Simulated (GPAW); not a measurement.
Consider ZnFe3C (Pm-3m).

```xyz
5
Lattice="3.7729 0.0000 0.0000 0.0000 3.7729 0.0000 0.0000 0.0000 3.7729" Properties=species:S:1:pos:R:3 pbc="T T T"
Zn    0.0000    0.0000    0.0000
Fe    1.8864    1.8864    0.0000
Fe    0.0000    1.8864    1.8864
Fe    1.8864    0.0000    1.8864
C     1.8864    1.8864    1.8864
```

Absorber: atom 2, with 2 C at 1.89 Å (linear, site symmetry 4/mmm). Method: GPAW, LDA, excited-electron core hole (neutral cell), 10-atom cell with 5.3 Å between holes, 6×6×6 k points, dipole transitions, Gaussian full width 1.25 eV up to 4 eV, rising linearly to 3.5 eV at 25 eV.

Q: Where do the maxima of the Fe K edge fall?

Main maxima up to 30 eV above the zero (height): 1.5 eV (0.39), 5.0 eV (0.67), 9.7 eV (1.68) and 21.7 eV (1.92). A K edge sees empty p states. The first eV above the zero hold little dipole weight, as the lowest empty bands are of d character; the main edge, of 4p character, rises through 0.6 near 8 eV above the zero. The total-energy difference is 7091.24 eV. The tabulated edge of the element is 7112 eV. The functional leaves an error in such absolute values: in the free atom LDA prices this hole 16.1 eV below PBE (computed apart), and PBE is itself good to a few eV.

The Fe K spectrum (energy from the lowest empty level; intensity scaled to a mean of 1 over the first 20 eV):

```
E (eV)  intensity
  -2.0       0.00
  -1.0       0.01
   0.0       0.17
   1.0       0.37
   2.0       0.37
   3.0       0.27
   4.0       0.40
   5.0       0.67
   6.0       0.45
   7.0       0.34
   8.0       0.65
   9.0       1.42
  10.0       1.63
  11.0       1.20
  12.0       1.07
  13.0       1.17
  14.0       1.28
  15.0       1.33
  16.0       1.41
  17.0       1.53
  18.0       1.68
  19.0       1.76
  20.0       1.81
  21.0       1.89
  22.0       1.91
  23.0       1.78
  24.0       1.61
  25.0       1.49
  26.0       1.42
  27.0       1.38
  28.0       1.38
  29.0       1.41
  30.0       1.44
  31.0       1.42
  32.0       1.36
```

The hole lies in one spin channel, while the script sums the empty states of both and takes the lower zero; where the two channels are split, this blurs and shifts the curve. Quadrupole 1s→3d transitions, which feed the pre-edge, are not in the dipole spectrum. The spins start ferromagnetically in a simple order, which needn't be the measured one; gap and edge can depend on it. The holes are only 5.3 Å apart, so the shape is probably not converged with cell size; no larger cell was run here. The mesh is coarse (0.28 Å⁻¹ between points), so small maxima may be mesh ripples. Lifetime broadening is put in by hand, and intensities beyond about 20 eV depend on it and on the partial waves. The structure is a computed Materials Project entry and may be a hypothetical form.

[Banner, clock and machine lines of the logs are left out without a mark of their own.]

[Logs are printed without paths, hosts, clocks, repeated set-up lines and the standing remarks that a program may print on its own settings, such as how far it seeks lower states.]

[Hosts, paths, dates, database ids (printed as entryN), source tags and the programs' standing remarks are cut or masked in the printed files.]

[Lists of maxima count a maximum above −3 eV only where it reaches 4 % of the highest in the window and stands out from its surroundings by 2 % of it (1.5 % where it reaches 55 %); shoulders and weaker maxima are passed over, and of the rest the first, up to two pre-edge ones and the few strongest are named.]
